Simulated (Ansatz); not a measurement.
# TiMn: relaxing a made-up structure

This structure for TiMn is made up. Its elements were placed in a known structure type with a cell scaled to their sizes. What cell does the guess relax to, and how far off was it?

Method: DFT, PBE, plane-wave PAW, files of the set soft_1, scalar-relativistic, ferromagnetic start, cell and ions relaxed at zero pressure; PAW set soft_1, in Ansatz 0.2.0.

## 1. The starting structure

The structure is cubic, space group P2_13 (No. 198). The conventional cell has a = 4.720 Å, b = 4.720 Å, c = 4.720 Å, α = 90.00°, β = 90.00°, γ = 90.00°. Mn has 7 Ti at 2.42 to 2.63 Å nearest. Nearest to Ti lie 7 Mn at 2.42 to 2.63 Å. Farther neighbours are not listed.

## 2. Relaxation of the guess

The guessed cell has no reason to be at equilibrium. It is relaxed with the atoms, within the space group of the guess.

Contents of input.yaml:

```yaml
crystal:
  lattice:
    - [4.72, 0.0, 0.0]
    - [0.0, 4.72, 0.0]
    - [0.0, 0.0, 4.72]
  atoms:
    - { symbol: Mn, position: [0.8607, 0.6393, 0.3607], spin: 4.0 }
    - { symbol: Mn, position: [0.6393, 0.3607, 0.8607], spin: 4.0 }
    - { symbol: Mn, position: [0.3607, 0.8607, 0.6393], spin: 4.0 }
    - { symbol: Mn, position: [0.1393, 0.1393, 0.1393], spin: 4.0 }
    - { symbol: Ti, position: [0.1569, 0.3431, 0.6569], spin: 1.0 }
    - { symbol: Ti, position: [0.3431, 0.6569, 0.1569], spin: 1.0 }
    - { symbol: Ti, position: [0.6569, 0.1569, 0.3431], spin: 1.0 }
    - { symbol: Ti, position: [0.8431, 0.8431, 0.8431], spin: 1.0 }
magnetization:
  spin_polarized: true
kpoints:
  mp_grid: { grid: [6, 6, 6] }
scf:
  occupations: { method: fermi_dirac, width: 0.05 }
hamiltonian:
  xc: pbe
  pseudopotentials: { kind: paw, azcp: { folder: soft_1 } }
relax:
  f_tol: 0.015
  max_steps: 70
  cell: {}
output:
  forces: true
  stress: true
```

The run is started by

```
$ ansatz run input.yaml --threads 4 --pin off --max-ram 10240MiB --backend cpu --events-out ev --progress --plain --runs-dir out
```

Numbers of over 12 decimals in the logs are rounded to 6 here.

Output:

```text
Engine: ansatz 0.2.0, x86_64-unknown-linux-gnu
Pseudopotentials: kind: paw
Pseudopotential: Mn, paw, valence charge 15, recommended cutoff 420 eV (normal), soft_1/Mn.paw.azcp
Pseudopotential: Ti, paw, valence charge 12, recommended cutoff 420 eV (normal), soft_1/Ti.paw.azcp
Functional definition: PBE
  parameter kappa = 0.804
  parameter beta = 0.066725
  exchange = pbe_x(kappa = kappa, mu = beta*pi^2/3)
  correlation = pbe_c(beta = beta)
Crystal: 8 atoms, lattice volume = 105.154 Å³
Basis set: ecut = 420 eV, 2103 PW (Γ), exchange–correlation on 64×64×64 points (8 copies of the dense FFT grid, shifted against one another)
Bands: 77, of which v1, the nominal top of the filled ones, is band 54 counted from 1 (53 counted from 0)
Symmetry: 12 space group operations
Space group: P213 (ITA 198), of the structure as read, at distance tolerance 4.7e-5 Å
Magnetic group: BNS 198.9 (UNI 1511), of the structure as read, at distance tolerance 4.7e-5 Å
k-points: 24 of 216 (time reversal used)
Non-local potential: Mn, projectors of the file, l = 0: 3, l = 1: 2, l = 2: 3, l = 3: 1
Non-local potential: Ti, projectors of the file, l = 0: 3, l = 1: 2, l = 2: 3, l = 3: 1
PAW form: soft (Blöchl's): semilocal exchange-correlation on the pseudo side does not see the compensation charge
PAW one-centre angular grid: Mn, 590 points (default); XC on 64 Gauss nodes
PAW one-centre angular grid: Ti, 590 points (default); XC on 64 Gauss nodes
Initial density: superposition of atomic densities (chi_scale 0.1, normalization cell)
Starting moments: Σ|m| = 20 μB on 8 of 8 sites
Initial wavefunctions: pseudopotential atomic-orbital guess
Functional: x = pbe(κ = 0.804, μ = 0.219515), c = pbe(β = 0.066725)
SCF iter   1: F=—  HF=-25585.352830 eV  |F-HF|=—  |Δ(HF+E_count)|=         —  Δρ=9.54e-2 (↑9.54e-2 ↓5.09e-2)  dr2=3.84e0  dr2_m=4.67e0  M=13.238 μB ∫|m|=13.349 μB  β_m=0.30  ethr=3.10e-3  ⟨swp⟩=4.2  Hψ=10580  notcnv=0
Mixer restart at iter 1: flushing history
preconditioner: auto → Kerker (q_TF=auto, 2.740 Å⁻¹)  [metal: Δε(μ)=0.007 eV  Ē_g=5.666 eV  σ=0.050 eV  W_gap=0.04  n_scr=32 (ndim 8)  ℏωp=24.0 eV  f_vac=0.000  D(μ)=8.26/eV (n_scr^D=92)]
spin=Collinear: Kerker preconditioning applied to the charge; magnetization (m = ρ↑ − ρ↓) channel mixes plain (no charge-response kernel on spin).
SCF iter   2: F=—  HF=-25586.038233 eV  |F-HF|=—  |Δ(HF+E_count)|=   6.85e-1  Δρ=6.36e-2 (↑6.36e-2 ↓4.72e-2)  dr2=1.50e0  dr2_m=2.69e0  M=12.617 μB ∫|m|=12.842 μB  β_m=0.65  ethr=3.10e-3  ⟨swp⟩=2.0  Hψ=4981  notcnv=0  defer=312
SCF iter   3: F=—  HF=-25591.266401 eV  |F-HF|=—  |Δ(HF+E_count)|=    5.23e0  Δρ=4.13e-2 (↑4.13e-2 ↓3.07e-2)  dr2=1.97e-1  dr2_m=1.20e0  M=9.347 μB ∫|m|=10.930 μB  β_m=0.76  ethr=1.39e-3  ⟨swp⟩=3.0  Hψ=7035  notcnv=0  defer=312
SCF iter   4: F=—  HF=-25593.904231 eV  |F-HF|=—  |Δ(HF+E_count)|=         —  Δρ=6.23e-2 (↑6.22e-2 ↓6.23e-2)  dr2=1.46e-1  dr2_m=3.68e0  M=4.068 μB ∫|m|=8.058 μB  β_m=1.00  ethr=1.82e-4  ⟨swp⟩=2.1  Hψ=7131  notcnv=0  defer=344
Mixer restart at iter 4: flushing history
SCF iter   5: F=—  HF=-25593.419431 eV  |F-HF|=—  |Δ(HF+E_count)|=   4.85e-1  Δρ=1.34e-2 (↑1.00e-2 ↓1.34e-2)  dr2=6.91e-2  dr2_m=1.25e-1  M=3.789 μB ∫|m|=7.257 μB  β_m=0.76  ethr=4.63e-5  ⟨swp⟩=2.1  Hψ=6684  notcnv=0  defer=356
SCF iter   6: F=—  HF=-25593.437892 eV  |F-HF|=—  |Δ(HF+E_count)|=   1.85e-2  Δρ=1.41e-2 (↑1.41e-2 ↓8.38e-3)  dr2=3.03e-2  dr2_m=1.18e-1  M=3.572 μB ∫|m|=6.681 μB  β_m=0.88  ethr=4.63e-5  ⟨swp⟩=2.0  Hψ=5993  notcnv=0  defer=483
SCF iter   7: F=—  HF=-25593.434698 eV  |F-HF|=—  |Δ(HF+E_count)|=   3.19e-3  Δρ=6.13e-3 (↑1.57e-3 ↓6.13e-3)  dr2=2.30e-2  dr2_m=1.32e-2  M=3.539 μB ∫|m|=6.504 μB  β_m=0.91  ethr=2.80e-5  ⟨swp⟩=2.0  Hψ=6921  notcnv=0  defer=483
SCF iter   8: F=—  HF=-25593.432102 eV  |F-HF|=—  |Δ(HF+E_count)|=   2.60e-3  Δρ=3.60e-3 (↑3.60e-3 ↓9.70e-4)  dr2=9.59e-3  dr2_m=4.90e-3  M=3.280 μB ∫|m|=5.817 μB  β_m=0.97  ethr=2.13e-5  ⟨swp⟩=2.0  Hψ=5916  notcnv=0  defer=483
SCF iter   9: F=—  HF=-25593.429812 eV  |F-HF|=—  |Δ(HF+E_count)|=   2.29e-3  Δρ=5.80e-4 (↑1.63e-4 ↓5.80e-4)  dr2=2.46e-4  dr2_m=9.40e-5  M=3.267 μB ∫|m|=5.749 μB  β_m=0.99  ethr=8.88e-6  ⟨swp⟩=2.0  Hψ=5016  notcnv=0  defer=483
SCF iter  10: F=—  HF=-25593.430236 eV  |F-HF|=—  |Δ(HF+E_count)|=   4.24e-4  Δρ=5.36e-4 (↑4.35e-4 ↓5.36e-4)  dr2=1.02e-3  dr2_m=4.20e-6  M=3.252 μB ∫|m|=5.698 μB  β_m=0.99  ethr=2.28e-7  ⟨swp⟩=2.0  Hψ=4652  notcnv=0  defer=483
SCF iter  11: F=—  HF=-25593.430264 eV  |F-HF|=—  |Δ(HF+E_count)|=   2.76e-5  Δρ=1.22e-4 (↑9.56e-5 ↓1.22e-4)  dr2=4.04e-5  dr2_m=3.15e-6  M=3.229 μB ∫|m|=5.641 μB  β_m=0.94  ethr=2.28e-7  ⟨swp⟩=2.0  Hψ=6050  notcnv=0  defer=483
SCF iter  12: F=—  HF=-25593.430278 eV  |F-HF|=—  |Δ(HF+E_count)|=   1.38e-5  Δρ=7.94e-5 (↑5.75e-5 ↓7.94e-5)  dr2=2.25e-5  dr2_m=1.86e-7  M=3.228 μB ∫|m|=5.639 μB  β_m=0.97  ethr=3.74e-8  ⟨swp⟩=2.0  Hψ=5095  notcnv=0  defer=483
SCF iter  13: F=—  HF=-25593.430281 eV  |F-HF|=—  |Δ(HF+E_count)|=   3.00e-6  Δρ=2.60e-5 (↑2.60e-5 ↓9.07e-6)  dr2=4.43e-7  dr2_m=2.41e-7  M=3.231 μB ∫|m|=5.647 μB  β_m=0.98  ethr=2.08e-8  ⟨swp⟩=2.0  Hψ=4715  notcnv=0  defer=483
SCF iter  14: F=—  HF=-25593.430281 eV  |F-HF|=—  |Δ(HF+E_count)|=   6.73e-8  Δρ=3.78e-6 (↑3.20e-6 ↓3.78e-6)  dr2=4.71e-8  dr2_m=3.71e-10  M=3.231 μB ∫|m|=5.646 μB  β_m=0.99  ethr=4.10e-10  ⟨swp⟩=2.0  Hψ=4725  notcnv=0  defer=483
SCF iter  15: F=-25593.430281 eV  HF=-25593.430281 eV  |F-HF|=9.87e-9  |Δ(HF+E_count)|=   1.14e-8  Δρ=1.80e-6 (↑1.80e-6 ↓1.58e-6)  dr2=1.20e-8  dr2_m=3.04e-11  M=3.231 μB ∫|m|=5.645 μB  ethr=4.36e-11  ⟨swp⟩=2.0  Hψ=9171  notcnv=0
SCF 1 converged in 15 iterations: F = -25593.430281 eV  dr2 = 1.20e-8
  greatest PAW one-centre occupation: 1.000 electrons in one spin orbital (limit 2), on the Mn atom at site 3 (counted from 0), in its partial waves of l = 0
relax step   1: F+E_penalty+E_count = -25593.43028051 eV  Δ(F+E_penalty+E_count) = +0.000e0 eV  max|allowed force component| = 4.456e-1 eV/Å  Δτ_max = 0.0000 Å  P = +10.859 GPa  Ω = 105.154 Å³  (15 SCF iters, dr2 threshold 1.00e-7 eV, accepted)
Crystal: 8 atoms, lattice volume = 110.593 Å³
Basis set: ecut = 420 eV, 2109 PW (Γ), exchange–correlation on 64×64×64 points (8 copies of the dense FFT grid, shifted against one another)
Initial density: handed on by an earlier stage of this run
Starting moments: Σ|m| = 20 μB on 8 of 8 sites; this step starts from the density that it was given
Initial wavefunctions: those handed on with the density
iter 1 solved again at ethr=3.49e-5 eV; its pass at ethr=3.10e-3 eV (dr2=3.77e-2 eV) is discarded
[...]
the starting moments were not kept: 4 of 8 ended reversed and 4 kept their direction, counting a site from 0.1 μB. The largest reversed, site 7 (counted from 0, in the order of the report's site_moments_mub), started with +1.0 μB and closes at -4.3e-1 μB in its sphere.
SCF 3 converged in 11 iterations: F = -25593.827044 eV  dr2 = 3.99e-8
  greatest PAW one-centre occupation: 1.000 electrons in one spin orbital (limit 2), on the Mn atom at site 2 (counted from 0), in its partial waves of l = 0
relax step   3: F+E_penalty+E_count = -25593.82704406 eV  Δ(F+E_penalty+E_count) = -9.355e-2 eV  max|allowed force component| = 4.972e-2 eV/Å  Δτ_max = 0.0511 Å  P = +0.026 GPa  Ω = 113.397 Å³  energy of the carried Pulay correction = -1.064e-2 eV  (11 SCF iters, dr2 threshold 8.00e-7 eV, accepted)
[...]
relax step   4: F+E_penalty+E_count = -25593.82911381 eV  Δ(F+E_penalty+E_count) = -2.070e-3 eV  max|allowed force component| = 8.053e-3 eV/Å  Δτ_max = 0.0107 Å  P = -0.050 GPa  Ω = 113.447 Å³  energy of the carried Pulay correction = -1.070e-2 eV  (9 SCF iters, dr2 threshold 1.54e-7 eV, accepted)
[...]
relax step   5: F+E_penalty+E_count = -25593.83934803 eV  Δ(F+E_penalty+E_count) = -1.023e-2 eV  max|allowed force component| = 8.005e-3 eV/Å  Δτ_max = 0.0000 Å  P = -0.068 GPa  Ω = 113.447 Å³  stress off target by 6.77e-2 GPa  SCF on the basis re-selected at this cell (its energy is not comparable with the rows above)  (11 SCF iters)
[...]
relax step   6: F+E_penalty+E_count = -25593.83967897 eV  Δ(F+E_penalty+E_count) = -3.309e-4 eV  max|allowed force component| = 3.549e-3 eV/Å  Δτ_max = 0.0037 Å  P = -0.001 GPa  Ω = 113.349 Å³  energy of the carried Pulay correction = +1.025e-4 eV  (8 SCF iters, dr2 threshold 1.15e-8 eV, accepted)
iter 1 solved again at ethr=3.31e-8 eV; its pass at ethr=3.10e-3 eV (dr2=3.57e-5 eV) is discarded
SCF iter   1: F=—  HF=-25593.839599 eV  |F-HF|=—  |Δ(HF+E_count)|=         —  Δρ=1.25e-6 (↑7.23e-7 ↓1.25e-6)  dr2=1.76e-9  dr2_m=2.75e-10  M=4.429 μB ∫|m|=9.242 μB  β_m=0.65  ethr=3.31e-8  ⟨swp⟩=3.7  Hψ=21209  notcnv=0
eigensolver tolerance schedule: the retry pair's looser diagonalisation over-reported the residual by 20334.67 of it (diagonalisation noise at 0.28 of the residual, at the tolerance the schedule requests for it); recorded, not acted on — ethr = c·dr2/N_el stays at c = 1.0e-1
preconditioner: auto → Kerker (q_TF=auto, 1.906 Å⁻¹)  [metal: Δε(μ)=0.009 eV  Ē_g=4.048 eV  σ=0.050 eV  W_gap=0.04  n_scr=18 (ndim 8)  ℏωp=23.1 eV  f_vac=0.000  D(μ)=10.29/eV (n_scr^D=122)]
spin=Collinear: Kerker preconditioning applied to the charge; magnetization (m = ρ↑ − ρ↓) channel mixes plain (no charge-response kernel on spin).
SCF iter   2: F=—  HF=-25593.839601 eV  |F-HF|=—  |Δ(HF+E_count)|=   1.49e-6  Δρ=5.81e-7 (↑5.81e-7 ↓5.22e-7)  dr2=5.97e-10  dr2_m=7.46e-11  M=4.429 μB ∫|m|=9.242 μB  β_m=0.63  ethr=1.63e-12  ⟨swp⟩=2.8  Hψ=7543  notcnv=0
SCF iter   3: F=—  HF=-25593.839601 eV  |F-HF|=—  |Δ(HF+E_count)|=  4.22e-10  Δρ=4.81e-7 (↑4.81e-7 ↓2.57e-7)  dr2=1.32e-10  dr2_m=9.87e-11  M=4.429 μB ∫|m|=9.242 μB  β_m=0.53  ethr=1.00e-12  ⟨swp⟩=2.0  Hψ=4748  notcnv=0
SCF iter   4: F=—  HF=-25593.839601 eV  |F-HF|=—  |Δ(HF+E_count)|=  1.35e-10  Δρ=1.67e-7 (↑1.34e-7 ↓1.67e-7)  dr2=2.12e-11  dr2_m=1.72e-11  M=4.429 μB ∫|m|=9.242 μB  β_m=0.77  ethr=1.00e-12  ⟨swp⟩=1.4  Hψ=3960  notcnv=0
SCF iter   5: F=—  HF=-25593.839601 eV  |F-HF|=—  |Δ(HF+E_count)|=  1.96e-10  Δρ=1.61e-7 (↑1.61e-7 ↓7.50e-8)  dr2=1.57e-11  dr2_m=1.10e-11  M=4.429 μB ∫|m|=9.242 μB  β_m=0.88  ethr=1.00e-12  ⟨swp⟩=1.0  Hψ=3696  notcnv=0
SCF iter   6: F=-25593.839601 eV  HF=-25593.839601 eV  |F-HF|=7.28e-12  |Δ(HF+E_count)|=  4.00e-11  Δρ=4.61e-8 (↑4.61e-8 ↓3.02e-8)  dr2=4.76e-12  dr2_m=4.34e-13  M=4.429 μB ∫|m|=9.242 μB  ethr=1.00e-12  ⟨swp⟩=2.0  Hψ=10186  notcnv=0
the starting moments were not kept: 4 of 8 ended reversed and 4 kept their direction, counting a site from 0.1 μB. The largest reversed, site 5 (counted from 0, in the order of the report's site_moments_mub), started with +1.0 μB and closes at -4.3e-1 μB in its sphere.
SCF 7 converged in 6 iterations: F = -25593.839601 eV  dr2 = 4.76e-12
relax step   7: F+E_penalty+E_count = -25593.83960092 eV  Δ(F+E_penalty+E_count) = +7.805e-5 eV  max|allowed force component| = 3.551e-3 eV/Å  Δτ_max = 0.0000 Å  P = -0.001 GPa  Ω = 113.349 Å³  stress off target by 1.37e-3 GPa  SCF on the basis re-selected at this cell (its energy is not comparable with the rows above)  (6 SCF iters)
basis re-selected at this cell: Δ(F+E_penalty+E_count) = +7.805e-5 eV, ΔP = +0.000 GPa vs the last step (what re-selecting the basis moved, of the pressure what is left beyond the Pulay correction that the steps carried, after the strain that the cell walked since its last selection, with what the two solves' SCF thresholds leave and, on support functions, any second-order correction that the steps lacked; it is no m [...]
SCF converged after 6 iterations
Magnetization: 4.4291 μB (56.2146 up, 51.7854 down)
Absolute magnetization: 9.2423 μB (∫|ρ↑−ρ↓|, with the PAW one-centre terms)
Spin contamination: 1.0802 ħ² per cell (⟨S²⟩ above its minimum at these occupations)
Per-site moments (μB) at R_I (Å): [(1.660823, 1.054313), (1.660823, 1.054313), (1.660823, 1.054313), (1.660823, 1.054313), (-0.433077, 1.054313), (-0.433077, 1.054313), (-0.433077, 1.054313), (-0.433077, 1.054313)]
Free energy (F): -25593.839601 eV
Harris-Foulkes:  -25593.839601 eV  (|F-HF|=7.28e-12)
Internal energy: -25593.754168 eV  (E = F + TS)
E sigma→0 (E₀):  -25593.796885 eV
Entropy (-TS):   -0.085433 eV (-10.679 meV/atom)
Fermi energy:    15.636091 eV
--- Per-component energies (eV) ---
  E_band       = -1403.936288
  E_kinetic    = 2409.455313
  E_local      = -11615.449194  (includes V_loc(G=0)·N_el)
  E_nonlocal   = 2070.184647
  E_hartree    = 4485.535121
  E_xc         = -905.989675
  E_vxc        = -1146.533861  (∫ρ·V_xc dr)
  E_paw        = -9475.521416  (= ΣΔE_a)
  E_vpaw       = -2092.663240  (= ΣTr[D̂ρ^β])
  E_aug_tail   = 0.000085  (compensation charges beyond the density's cutoff)
  E_ewald      = -12561.969049
  E_smearing   = -0.085433  (= −TS)
  E_closure    = -0.000000  (closes the sum)
  Σ components = -25593.839601   (vs F -25593.839601, Δ=0.00e0)
--- Forces (eV/Å), atoms counted from 1 ---
  atom   1  Mn    -0.00103448     0.00103448    -0.00103448
  atom   2  Mn     0.00103448    -0.00103448    -0.00103448
  atom   3  Mn    -0.00103448    -0.00103448     0.00103448
  atom   4  Mn     0.00103448     0.00103448     0.00103448
  atom   5  Ti     0.00355059    -0.00355059     0.00355059
  atom   6  Ti    -0.00355059     0.00355059     0.00355059
  atom   7  Ti     0.00355059     0.00355059    -0.00355059
  atom   8  Ti    -0.00355059    -0.00355059    -0.00355059
  max |Σ_I F_I| component: 7.81e-18 eV/Å
--- Stress (GPa, compression-positive) ---
       -0.001370      -0.000000       0.000000
       -0.000000      -0.001370       0.000000
        0.000000       0.000000      -0.001370
  P = ⅓ Tr σ = -0.0014 GPa (-0.014 kbar)
--- Relaxed structure (5 steps of the walk, 5 accepted, 2 SCFs on fresh bases) ---
  F+E_penalty+E_count = -25593.83960092 eV   max|allowed force component| = 3.551e-3 eV/Å   (the final SCF, on the basis selected at the relaxed cell)
  cell:  # Å, volume = 113.3487 Å³
    - [4.839556, 0, 0]
    - [0, 4.839556, 0]
    - [0, 0, 4.839556]
  atoms:
    - { symbol: Mn, position: [0.849438, 0.650562, 0.349438] }
    - { symbol: Mn, position: [0.650562, 0.349438, 0.849438] }
    - { symbol: Mn, position: [0.349438, 0.849438, 0.650562] }
    - { symbol: Mn, position: [0.150562, 0.150562, 0.150562] }
    - { symbol: Ti, position: [0.154353, 0.345647, 0.654353] }
    - { symbol: Ti, position: [0.345647, 0.654353, 0.154353] }
    - { symbol: Ti, position: [0.654353, 0.154353, 0.345647] }
    - { symbol: Ti, position: [0.845647, 0.845647, 0.845647] }
```

Elapsed: 39 s, on 4 threads of Intel Xeon 6975P-C (Granite Rapids), shared host; peak memory 0.82 GiB.

Relaxation path:

| step | energy less that of the first step (eV) | largest force component (eV/Å) | pressure (GPa) | volume (Å³) |
| --- | --- | --- | --- | --- |
| 1 | 0.0000 | 0.4456 | 10.86 | 105.15 |
| 2 | -0.3032 | 0.2828 | 3.45 | 110.59 |
| 3 | -0.3968 | 0.0497 | 0.03 | 113.40 |
| 4 | -0.3988 | 0.0081 | -0.05 | 113.45 |
| 5* | -0.4091 | 0.0080 | -0.07 | 113.45 |
| 6 | -0.4094 | 0.0035 | 0.00 | 113.35 |
| 7* | -0.4093 | 0.0036 | 0.00 | 113.35 |

Relaxation steps marked * repeat the geometry before them on a plane-wave basis chosen anew for their cell, so energy and pressure can jump there.

Forces are held to the 12 operations that the run works with; a distortion that breaks them can't arise in this run.

```csv
"conventional cell, symmetrised",before,after,change
a (Å),4.720,4.840,+2.5 %
b (Å),4.720,4.840,+2.5 %
c (Å),4.720,4.840,+2.5 %
volume (Å³/atom),13.14,14.17,+7.8 %
```

The atoms that moved most (Å, as changes of fractional coordinates times the final cell):

```csv
atom,dx,dy,dz,length
Mn4,0.055,0.055,0.055,0.094
Mn1,-0.055,0.055,-0.055,0.094
Mn2,0.055,-0.055,-0.055,0.094
Mn3,-0.055,-0.055,0.055,0.094
Ti5,-0.012,0.012,-0.012,0.021
Ti6,0.012,-0.012,-0.012,0.021
Ti7,-0.012,-0.012,0.012,0.021
Ti8,0.012,0.012,0.012,0.021
```

Final coordinates:

```xyz
8
Lattice="4.8396 0.0000 0.0000 0.0000 4.8396 0.0000 0.0000 0.0000 4.8396" Properties=species:S:1:pos:R:3 pbc="T T T"
Mn    4.1109    3.1484    1.6911
Mn    3.1484    1.6911    4.1109
Mn    1.6911    4.1109    3.1484
Mn    0.7287    0.7287    0.7287
Ti    0.7470    1.6728    3.1668
Ti    1.6728    3.1668    0.7470
Ti    3.1668    0.7470    1.6728
Ti    4.0926    4.0926    4.0926
```

This step gave:

```yaml
free_energy: -25593.8396 eV
energy_at_zero_smearing: -25593.7969 eV
smearing_term_ts: 0.08543 eV
fermi_energy: 15.64 eV
magnetization: 4.429 μB
absolute_magnetization: 9.242 μB
site_moments: 1.661, 1.661, 1.661, 1.661, -0.4331, -0.4331, -0.4331, -0.4331 μB
electrons: 108
symmetry_operations: 12
pressure: -0.001370 GPa
```

Site moment by atom:

```csv
atom,site moment (μB)
Mn1,1.66
Mn2,1.66
Mn3,1.66
Mn4,1.66
Ti5,-0.43
Ti6,-0.43
Ti7,-0.43
Ti8,-0.43
```

Shortest distances by pair of elements, guess and relaxed (not always the same contact):

```csv
pair,guess (Å),relaxed (Å)
Mn–Ti,2.422,2.556
Mn–Mn,2.897,2.984
Ti–Ti,2.922,2.991
```

The relaxation ends with a largest force component of 0.0036 eV/Å and a pressure of 0.00 GPa.

## 3. Summary of results

```
space group, relaxed : P2_13
conventional cell    : a = 4.840, b = 4.840, c = 4.840 Å; α = 90.0°, β = 90.0°, γ = 90.0°
volume per atom      : 14.17 Å³ (guess 13.14)
total moment         : 4.43 μB in the cell of 8 atoms
```

In words: TiMn relaxes to P2_13 with a = 4.840, b = 4.840 and c = 4.840 Å. The guessed volume was 7 % too small. The space group P2_13 was held in the relaxation, so the end point is a stationary structure within it and may be a saddle against distortions or other arrangements. The input starts from parallel moments, and no other start was typed; the run left that order, and the end state is ferrimagnetic. Mesh and cutoff weren't tested. No dispersion term is used, so weakly bound directions may come out too long. Nothing here tests whether the compound is stable against decomposition.

[Logs are printed without paths, hosts, clocks, repeated set-up lines and the standing remarks that a program may print on its own settings, such as how far it seeks lower states.]

[Hosts, paths, dates, database ids (printed as entryN), source tags and the programs' standing remarks are cut or masked in the printed files.]
